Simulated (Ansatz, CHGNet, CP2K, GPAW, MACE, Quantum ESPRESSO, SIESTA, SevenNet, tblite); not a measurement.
## SIESTA on generalised stacking fault on (111) (shuffle set) of a GaAs-GaSb solid solution (48 atoms): settings against a plane-wave reference

How do the settings of SIESTA change the result for generalised stacking fault on (111) (shuffle set) of a GaAs-GaSb solid solution (48 atoms)? A plane-wave run serves as the yardstick.

Calculated with SIESTA 5.4.2; the method is named at each step.

## Step 1: Set-up

The cell holds 48 atoms: 24 Ga, 10 Sb and 14 As. Cell: a = 8.267 Å, b = 7.159 Å, c = 20.485 Å, α = 90.0°, β = 81.3°, γ = 90.0°. Zinc-blende GaAs lattice (a = 5.8453 Å, the value set for the mixture), cell with z along [111], 2 x 1 x 2 periods; the third cell vector is tilted by 0.750 of 1/2[1-10] and lengthened by 0 Å, so the cell holds one fault (shuffle set); displaced by a Gaussian of 0.01 Å; 10 of 24 As sites given to Sb at random (lattice constant by Vegard's rule between GaAs and GaSb). Then every atom was moved at random, 0.02 Å r.m.s. a Cartesian component. The structure's axis is c.

The yardstick, on the same geometry:

| Property | Result |
| --- | --- |
| method | Kohn-Sham DFT, PBE, PAW, plane waves (Ansatz 0.2.0); cutoff 420 eV, Γ point, fermi-dirac smearing of 0.05 eV; PAW set soft_2 |
| r.m.s. force component | 0.6675 eV/Å |
| longest force | 2.353 eV/Å |
| pressure | 4.926 GPa |
| SCF cycles | 11 |
| time | 12 s on 8 threads of Arm Neoverse V1, shared host |
| CPU time | 84 s |

## Step 2: PBE, DZP, shift 0.01 Ry, mesh 300 Ry

Method: Kohn-Sham DFT, PBE, PseudoDojo 0.4.1 norm-conserving pseudopotentials (converted to PSML), numerical atomic orbitals (DZP), diagonalisation.

The .psml files are PseudoDojo norm-conserving potentials that we converted to this format, checked against plane waves on the same files for H, C, O, Si, Ge and Ca alone.

Contents of input.fdf:

```
SystemLabel cell
NumberOfAtoms 48
NumberOfSpecies 3
%block ChemicalSpeciesLabel
  1 31 Ga
  2 51 Sb
  3 33 As
%endblock ChemicalSpeciesLabel
LatticeConstant 1.0 Ang
%block LatticeVectors
  8.26650 0.00000 0.00000
  0.00000 7.15900 0.00000
  3.09994 0.00000 20.24871
%endblock LatticeVectors
PAO.BasisSize DZP
PAO.EnergyShift 0.01 Ry
XC.Functional GGA
XC.Authors PBE
MeshCutoff 300 Ry
%block kgrid_Monkhorst_Pack
  1 0 0 0.0
  0 1 0 0.0
  0 0 1 0.0
%endblock kgrid_Monkhorst_Pack
SolutionMethod diagon
OccupationFunction FD
ElectronicTemperature 580 K
SCF.Mixer.Method Pulay
SCF.Mixer.Weight 0.05
SCF.Mixer.History 8
SCF.Mix Hamiltonian
MaxSCFIterations 300
SCF.DM.Tolerance 1e-04
SCF.H.Tolerance 1.0e-3 eV
WriteForces T
Write.HirshfeldPop T
Write.VoronoiPop T
Write.DM F
Write.H F
XML.Write F
AtomicCoordinatesFormat Fractional
%block AtomicCoordinatesAndAtomicSpecies
  0.40003 0.49664 0.93738 1
  0.72514 0.50015 0.06298 2
  0.70648 0.82628 0.10505 1
  0.66191 0.83131 0.23009 3
  0.90172 0.50263 0.93830 1
  0.22930 0.49675 0.06160 3
  0.20864 0.82587 0.10497 1
  0.16609 0.83822 0.22843 3
  0.14734 0.00272 0.93821 1
  0.47719 0.99859 0.06404 3
  0.45891 0.33422 0.10482 1
  0.41654 0.33448 0.23026 3
  0.39757 0.66298 0.27103 1
  0.35359 0.66005 0.39342 3
  0.64880 0.16697 0.27040 1
  0.60462 0.15905 0.39404 2
  0.57991 0.50077 0.43795 1
  0.54062 0.49340 0.56230 2
  0.52736 0.83683 0.60369 1
  0.47926 0.83480 0.72851 2
  0.64917 0.99798 0.93840 1
  0.97465 0.00190 0.06312 2
  0.96290 0.33544 0.10235 1
  0.90920 0.33544 0.22743 3
  0.89705 0.66581 0.27036 1
  0.85279 0.66440 0.39772 2
  0.14848 0.16505 0.27020 1
  0.10674 0.16780 0.39560 3
  0.08460 0.50556 0.43597 1
  0.04411 0.50175 0.56264 3
  0.02347 0.83719 0.60274 1
  0.98019 0.82927 0.72829 3
  0.33828 0.00279 0.43459 1
  0.28661 0.00344 0.56356 3
  0.27473 0.32852 0.60422 1
  0.22835 0.33374 0.73077 3
  0.20734 0.66873 0.77182 1
  0.16655 0.66513 0.89565 2
  0.46145 0.17027 0.77055 1
  0.41307 0.16549 0.89757 2
  0.83453 0.99785 0.43945 1
  0.78788 0.00268 0.56223 2
  0.77783 0.33185 0.60317 1
  0.72361 0.33250 0.72633 3
  0.71123 0.66531 0.77191 1
  0.66155 0.66783 0.89589 3
  0.96083 0.16547 0.76938 1
  0.91386 0.16136 0.89587 2
%endblock AtomicCoordinatesAndAtomicSpecies
```

Launch:

```sh
$ OMP_NUM_THREADS=1 siesta < input.fdf > output.txt
```

Log:

```text
Version         : 5.4.2
reinit: System Name:
reinit: System Label: cell
initatom: Reading input for the pseudopotentials and atomic orbitals ----------
Species number:   1 Atomic number:   31 Label: Ga
Species number:   2 Atomic number:   51 Label: Sb
Species number:   3 Atomic number:   33 Label: As
Ground state valence configuration (from tables):   4s02  4p01  4d00  4f00
Ground state valence configuration (from tables):   5s02  5p03  5d00  4f00
Ground state valence configuration (from tables):   4s02  4p03  4d00  4f00
---- Processing specs for species: Ga
GGA--PBE XC_GGA_X_PBE--XC_GGA_C_PBE pb
Semicore shell(s) with 10 electrons included in the valence for Ga
---- Processing specs for species: Sb
GGA--PBE XC_GGA_X_PBE--XC_GGA_C_PBE pb
Semicore shell(s) with 10 electrons included in the valence for Sb
---- Processing specs for species: As
GGA--PBE XC_GGA_X_PBE--XC_GGA_C_PBE pb
Semicore shell(s) with 10 electrons included in the valence for As
Semicore shell(s): 3d
Fallback to non-perturbative polarization scheme for Ga
Please see the manual if this is not desired in principle
Semicore shell(s): 4d
Fallback to non-perturbative polarization scheme for Sb
Please see the manual if this is not desired in principle
Semicore shell(s): 3d
Fallback to non-perturbative polarization scheme for As
Please see the manual if this is not desired in principle
Ga pseudopotential only contains V_ls up to l=2 -- lmxkb reset.
Sb pseudopotential only contains V_ls up to l=2 -- lmxkb reset.
As pseudopotential only contains V_ls up to l=2 -- lmxkb reset.
Using PAO.SplitTailNorm
%block ChemicalSpeciesLabel
    1   31 Ga                      # Species index, atomic number, species label
    2   51 Sb                      # Species index, atomic number, species label
    3   33 As                      # Species index, atomic number, species label
%endblock ChemicalSpeciesLabel
%block PAO.Basis                 # Define Basis set
Ga                    4                    # Species label, number of l-shells
 n=4   0   2                         # n, l, Nzeta
   5.761      4.135
   1.000      1.000
 n=4   1   2                         # n, l, Nzeta
   7.969      5.866
[...]
n=3   2   1                         # n, l, Nzeta
   3.094
   1.000
[...]
7.969
[...]
Sb                    4                    # Species label, number of l-shells
[...]
As                    4                    # Species label, number of l-shells
[...]
6.330      4.543
   1.000      1.000
 n=3   2   1                         # n, l, Nzeta
[...]
n=4   2   1                         # n, l, Nzeta
   6.330
   1.000
%endblock PAO.Basis
coor:   Atomic-coordinates input format  =     Fractional
siesta: System type = bulk
initatomlists: Number of atoms, orbitals, and projectors:     48   864   864
siesta: ******************** Simulation parameters ****************************
Total number of electrons:   672.000000
Total ionic charge:   672.000000
 Kpoints in:            1 . Kpoints trimmed:            1
siesta: k-grid: Number of k-points = 1
siesta: k-points from Monkhorst-Pack grid
siesta: k-cutoff (effective) =     3.579 Ang
siesta: k-point supercell and displacements
siesta: k-grid:     1     0     0      0.000
siesta: k-grid:     0     1     0      0.000
siesta: k-grid:     0     0     1      0.000
                     ====================================
                        Single-point calculation
                     ====================================
outcell: Unit cell vectors (Ang):
        8.266500    0.000000    0.000000
        0.000000    7.159000    0.000000
        3.099940    0.000000   20.248710
outcell: Cell vector modules (Ang)   :    8.266500    7.159000   20.484626
outcell: Cell angles (23,13,12) (deg):     90.0000     81.2960     90.0000
outcell: Cell volume (Ang**3)        :   1198.3161
Gamma-point calculation with interaction between periodic images
Gamma-point calculation with interaction between periodic images
Some features might not work optimally:
Some features might not work optimally:
e.g. DM initialization from atomic data
e.g. DM initialization from atomic data
new_DM -- step:     1
Initializing Density Matrix...
Attempting to read DM from file... Failed...
DM filled with atomic data:
InitMesh: MESH = 90 x 80 x 216 = 1555200
InitMesh: Mesh cutoff (required, used) =   300.000   314.496 Ry
stepf: Fermi-Dirac step function
        iscf     Eharris(eV)        E_KS(eV)     FreeEng(eV)     dDmax    Ef(eV) dHmax(eV)
   scf:    1  -115023.156663  -115037.725425  -115037.768280  1.268816 -3.416234  4.929989
   scf:    2  -115040.234837  -115039.028300  -115039.074334  0.013610 -3.426062  4.110435
   scf:    3  -115042.933186  -115041.149421  -115041.212424  0.028506 -3.452483  2.898225
[...]
scf:   19  -115043.509062  -115043.509056  -115043.648889  0.000019 -3.624429  0.001667
   scf:   20  -115043.509093  -115043.509075  -115043.648889  0.000040 -3.624377  0.000690
SCF Convergence by DM+H criterion
max |DM_out - DM_in|         :     0.0000396773
max |H_out - H_in|      (eV) :     0.0006896190
SCF cycle converged after 20 iterations
Using DM_out to compute the final energy and forces
siesta: E_KS(eV) =          -115043.5091
siesta: E_KS - E_eggbox =   -115043.5091
siesta: Atomic forces (eV/Ang):
     1    0.362269    0.433335    1.282872
     2    0.564649    0.145083   -1.346042
     3   -0.699949    0.648428    1.172101
[...]
47   -0.161832   -0.242533   -0.865832
    48   -0.307590    0.801330   -0.435546
----------------------------------------
   Tot    0.003567   -0.003006    0.004143
----------------------------------------
   Max    1.680444
   Res    0.664513    sqrt( Sum f_i^2 / 3N )
----------------------------------------
   Max    1.680444    constrained
Stress tensor Voigt[x,y,z,yz,xz,xy] (kbar):     -120.46      -16.29      -26.78        3.65      -13.33        2.29
(Free)E + p*V (eV/cell)  -115002.8796
Target enthalpy (eV/cell)  -115043.6489
siesta: Program's energy decomposition (eV):
siesta: Ebs     =    -14904.707118
siesta: Eions   =    126716.370184
siesta: Ena     =      5796.365837
siesta: Ekin    =     84546.538198
siesta: Enl     =    -50118.231327
siesta: DEna    =       375.780006
siesta: DUscf   =        10.552901
siesta: Ex      =    -27404.251404
siesta: Ec      =     -1533.893102
siesta: Exc     =    -28938.144506
siesta: Eharris =   -115043.509093
siesta: Etot    =   -115043.509075
siesta: FreeEng =   -115043.648889
siesta: Final energy (eV):
siesta:  Band Struct. =  -14904.707118
siesta:       Kinetic =   84546.538198
siesta:       Hartree =   35678.364916
siesta:         Exch. =  -27404.251404
siesta:         Corr. =   -1533.893102
siesta:   Exch.-corr. =  -28938.144506
siesta:  Ion-electron = -152077.656987
siesta:       Ion-ion =  -54252.610696
siesta:         Total = -115043.509075
siesta:         Fermi =      -3.624377
siesta: Stress tensor (static) (eV/Ang**3):
siesta:    -0.075184    0.001427   -0.008322
siesta:     0.001427   -0.010169    0.002281
siesta:    -0.008322    0.002280   -0.016713
siesta: Cell volume =       1198.316096 Ang**3
siesta: Pressure (static):
siesta:                Solid            Molecule  Units
siesta:           0.00037055          0.00027258  Ry/Bohr**3
siesta:           0.03402214          0.02502744  eV/Ang**3
siesta:          54.50948397         40.09837746  kBar
    Orbital volume contribution        =          44.088341 eV
    (Free)E + p_basis*V_orbitals       =     -114999.560548 eV
    (Free)Eharris+ p_basis*V_orbitals  =     -114999.560567 eV
Hirshfeld Atomic Populations:
Atom #   charge [q] valence [e]  Species
     1     0.105674   12.894326  Ga
     2    -0.056230   15.056230  Sb
     3     0.097488   12.902512  Ga
     4    -0.141398   15.141398  As
     5     0.093585   12.906415  Ga
     6    -0.150556   15.150556  As
[...]
8    -0.133478   15.133478  As
[...]
16    -0.050168   15.050168  Sb
[...]
18    -0.053485   15.053485  Sb
[...]
--------------------
 Total     0.000005
Voronoi Atomic Populations:
Atom #   charge [q] valence [e]  Species
[...]
42    -0.000578   15.000578  Sb
[...]
44    -0.153864   15.153864  As
    45     0.099520   12.900480  Ga
    46    -0.141634   15.141634  As
    47     0.110142   12.889858  Ga
    48    -0.011909   15.011909  Sb
--------------------
 Total     0.000005
```

The job ended after 5.6 min (1 thread of Arm Neoverse V1, shared host; peak memory 1.2 GiB).

Banners, paths, timers and routine set-up lines are dropped from the logs unmarked, and long logs keep their key lines alone; longer cuts are marked.

Numbers from this run, and their distance from the reference:

```yaml
r_m_s_force_component: 0.6645 eV/Å
r_m_s_difference_of_force_components: 44.02 meV/Å
longest_difference_of_force_vectors: 139.7 meV/Å
force_difference_over_r_m_s_force: 6.594 %
slope_of_forces_against_the_reference_s: 0.9933
correlation_of_force_components: 0.9978
pressure: 5.451 GPa
pressure_difference: 0.5246 GPa
```

Length of the force difference by element (eV/Å):

| element | atoms | mean | most |
| --- | --- | --- | --- |
| As | 14 | 0.070 | 0.10 |
| Ga | 24 | 0.075 | 0.14 |
| Sb | 10 | 0.062 | 0.12 |

Local excerpt of 9 atoms (numbers count through the whole input) about Ga9, whose charge lies farthest from its element's mean; x, y, z are measured from there.

| atom | x | y | z | distance (Å) | bonds | Hirshfeld charge (e) | Fx | Fy | Fz (eV/Å) |
| --- | --- | --- | --- | --- | --- | --- | --- | --- | --- |
| Ga9 | 0.00 | 0.00 | 0.00 | 0.00 | 4 | 0.07 | -0.25 | -0.68 | 1.20 |
| Sb48 | -2.06 | 1.14 | -0.86 | 2.50 | 4 | -0.05 | -0.31 | 0.80 | -0.44 |
| Sb40 | 2.07 | 1.17 | -0.82 | 2.51 | 4 | -0.04 | 0.21 | 0.08 | -0.42 |
| Sb38 | 0.03 | -2.42 | -0.86 | 2.57 | 4 | -0.04 | 0.08 | 0.62 | 0.09 |
| Sb22 | -1.04 | -0.01 | 2.53 | 2.73 | 4 | -0.06 | 0.51 | 0.02 | -1.04 |
| Ga7 | 1.02 | -1.27 | 3.38 | 3.75 | 4 | 0.12 | 0.93 | -0.73 | 0.54 |
| As10 | 3.12 | -0.03 | 2.55 | 4.03 | 4 | -0.16 | 0.40 | 0.38 | -0.68 |
| Ga1 | 2.09 | 3.54 | -0.02 | 4.11 | 4 | 0.11 | 0.36 | 0.43 | 1.28 |
| Ga5 | -2.03 | 3.58 | 0.00 | 4.11 | 4 | 0.09 | -1.68 | -0.15 | 0.75 |

Forces lie 6.6 % from the reference's, at 4.0 times its CPU time (on 1 against 8 cores).

## Step 3: PBE, SZ, shift 0.01 Ry, mesh 300 Ry

Method: Kohn-Sham DFT, PBE, PseudoDojo 0.4.1 norm-conserving pseudopotentials (converted to PSML), numerical atomic orbitals (SZ), diagonalisation.

input.fdf: that of step 2 with these lines changed.

```diff
@@ -14,3 +14,3 @@
 %endblock LatticeVectors
-PAO.BasisSize DZP
+PAO.BasisSize SZ
 PAO.EnergyShift 0.01 Ry
```

Log:

```text
Version         : 5.4.2
reinit: System Name:
reinit: System Label: cell
initatom: Reading input for the pseudopotentials and atomic orbitals ----------
Species number:   1 Atomic number:   31 Label: Ga
Species number:   2 Atomic number:   51 Label: Sb
Species number:   3 Atomic number:   33 Label: As
Ground state valence configuration (from tables):   4s02  4p01  4d00  4f00
[... lines left out ...]
SCF Convergence by DM+H criterion
[... lines left out ...]
SCF cycle converged after 18 iterations
[... lines left out ...]
   Max    2.186978
[... lines left out ...]
   Max    2.186978    constrained
Stress tensor Voigt[x,y,z,yz,xz,xy] (kbar):     -147.00      -47.26      -56.34        6.92      -16.27        3.34
[... lines left out ...]
siesta: FreeEng =   -114998.647868
[... lines left out ...]
siesta:         Fermi =      -3.560808
[... lines left out ...]
siesta:          83.53544082         61.95623638  kBar
[... lines left out ...]
    (Free)Eharris+ p_basis*V_orbitals  =     -114977.097364 eV
Hirshfeld Atomic Populations:
Atom #   charge [q] valence [e]  Species
     1     0.102870   12.897130  Ga
     2    -0.042228   15.042228  Sb
     3     0.099462   12.900538  Ga
     4    -0.150525   15.150525  As
     5     0.084090   12.915910  Ga
     6    -0.163387   15.163387  As
[...]
8    -0.137834   15.137834  As
[...]
16    -0.033051   15.033051  Sb
[...]
18    -0.039247   15.039247  Sb
[...]
--------------------
 Total     0.000004
Voronoi Atomic Populations:
Atom #   charge [q] valence [e]  Species
[...]
42     0.001290   14.998710  Sb
[...]
44    -0.182420   15.182420  As
    45     0.118837   12.881163  Ga
    46    -0.171012   15.171012  As
    47     0.127925   12.872075  Ga
    48    -0.008093   15.008093  Sb
--------------------
 Total     0.000004
```

Elapsed: 85 s, on 1 thread; peak memory 0.62 GiB.

Against the reference:

| Property | Result |
| --- | --- |
| r.m.s. force component | 0.8577 eV/Å |
| r.m.s. difference of force components | 202.6 meV/Å |
| longest difference of force vectors | 694.7 meV/Å |
| force difference over r.m.s. force | 30.36 % |
| slope of forces against the reference's | 1.279 |
| correlation of force components | 0.9957 |
| pressure | 8.354 GPa |
| pressure difference | 3.427 GPa |

This is a coarse setting, run to see what it loses.

Against the first run (6.6 %), the force difference from the reference is 30 %, at 0.25 times the CPU time, with 432 basis functions against 864: the smaller basis costs accuracy.

## Step 4: VdW-DF, PBE potentials, DZP, shift 0.01 Ry, mesh 300 Ry

Method: Kohn-Sham DFT, vdW-DF, PseudoDojo 0.4.1 norm-conserving pseudopotentials (converted to PSML), numerical atomic orbitals (DZP), diagonalisation.

input.fdf: that of step 3 with these lines changed.

```diff
@@ -14,6 +14,6 @@
 %endblock LatticeVectors
-PAO.BasisSize SZ
+PAO.BasisSize DZP
 PAO.EnergyShift 0.01 Ry
-XC.Functional GGA
-XC.Authors PBE
+XC.Functional VDW
+XC.Authors DRSLL
 MeshCutoff 300 Ry
```

Launch:

```sh
$ OMP_NUM_THREADS=1 mpirun -np 2 siesta < input.fdf > output.txt
```

Log:

```text
Version         : 5.4.2
reinit: System Name:
reinit: System Label: cell
initatom: Reading input for the pseudopotentials and atomic orbitals ----------
Species number:   1 Atomic number:   31 Label: Ga
Species number:   2 Atomic number:   51 Label: Sb
Species number:   3 Atomic number:   33 Label: As
Ground state valence configuration (from tables):   4s02  4p01  4d00  4f00
Ground state valence configuration (from tables):   5s02  5p03  5d00  4f00
Ground state valence configuration (from tables):   4s02  4p03  4d00  4f00
---- Processing specs for species: Ga
GGA--PBE XC_GGA_X_PBE--XC_GGA_C_PBE pb
Semicore shell(s) with 10 electrons included in the valence for Ga
---- Processing specs for species: Sb
GGA--PBE XC_GGA_X_PBE--XC_GGA_C_PBE pb
[... lines left out ...]
Total number of electrons:   672.000000
[... lines left out ...]
stepf: Fermi-Dirac step function
        iscf     Eharris(eV)        E_KS(eV)     FreeEng(eV)     dDmax    Ef(eV) dHmax(eV)
[... lines left out ...]
SCF Convergence by DM+H criterion
[... lines left out ...]
SCF cycle converged after 20 iterations
[... lines left out ...]
   Max    1.711010
[... lines left out ...]
   Max    1.711010    constrained
Stress tensor Voigt[x,y,z,yz,xz,xy] (kbar):     -147.47      -46.00      -55.61        3.82      -13.06        2.28
[... lines left out ...]
siesta: Etot    =   -115555.258945
siesta: FreeEng =   -115555.401004
siesta: Final energy (eV):
siesta:  Band Struct. =  -14935.144329
siesta:       Kinetic =   84737.961172
siesta:       Hartree =   35844.550587
siesta:         Exch. =  -27488.831417
siesta:         Corr. =   -1991.604965
siesta:   Exch.-corr. =  -29480.436381
siesta:  Ion-electron = -152419.138377
siesta:       Ion-ion =  -54238.195946
siesta:         Total = -115555.258945
siesta:         Fermi =      -3.616685
siesta: Stress tensor (static) (eV/Ang**3):
siesta:    -0.092040    0.001422   -0.008150
siesta:     0.001422   -0.028711    0.002385
siesta:    -0.008151    0.002385   -0.034711
siesta: Cell volume =       1198.316096 Ang**3
siesta: Pressure (static):
siesta:                Solid            Molecule  Units
siesta:           0.00056440          0.00046813  Ry/Bohr**3
siesta:           0.05182098          0.04298192  eV/Ang**3
siesta:          83.02636523         68.86462983  kBar
    Orbital volume contribution        =          45.919512 eV
    (Free)E + p_basis*V_orbitals       =     -115509.481493 eV
    (Free)Eharris+ p_basis*V_orbitals  =     -115509.481489 eV
Hirshfeld Atomic Populations:
Atom #   charge [q] valence [e]  Species
     1     0.112687   12.887313  Ga
     2    -0.060952   15.060952  Sb
     3     0.105225   12.894775  Ga
     4    -0.150902   15.150902  As
     5     0.101066   12.898934  Ga
     6    -0.159378   15.159378  As
[...]
8    -0.143091   15.143091  As
[...]
16    -0.055563   15.055563  Sb
[...]
18    -0.059308   15.059308  Sb
[...]
--------------------
 Total    -0.000026
Voronoi Atomic Populations:
Atom #   charge [q] valence [e]  Species
[...]
42    -0.011887   15.011887  Sb
[...]
44    -0.164233   15.164233  As
    45     0.109874   12.890126  Ga
    46    -0.152850   15.152850  As
    47     0.121073   12.878927  Ga
    48    -0.023931   15.023931  Sb
--------------------
 Total    -0.000035
```

It took 6.6 min on 2 MPI ranks; peak memory 2 GiB; 13 min of CPU time.

Numbers from this run, and their distance from the reference:

* r.m.s. force component: 0.6849 eV/Å
* r.m.s. difference of force components: 58.54 meV/Å
* longest difference of force vectors: 220 meV/Å
* force difference over r.m.s. force: 8.769 %
* slope of forces against the reference's: 1.023
* correlation of force components: 0.9966
* pressure: 8.303 GPa
* pressure difference: 3.376 GPa

Against the first run (6.6 %), the force difference from the reference is 8.8 %, at 2.4 times the CPU time (on 2 against 1 cores); the model has changed, so this is no error of the program alone.

The run ends at a pressure of 8.30 GPa, with forces up to 2.4 eV/Å.

(Continued in part 2 of 2.)

[Also dropped from logs without a mark: logging warnings of Python, and SIESTA's first energy breakdown and zero terms.]

[Logs are printed without paths, hosts, clocks, repeated set-up lines and the standing remarks that a program may print on its own settings, such as how far it seeks lower states.]

[Hosts, paths, dates, database ids (printed as entryN), source tags and the programs' standing remarks are cut or masked in the printed files.]
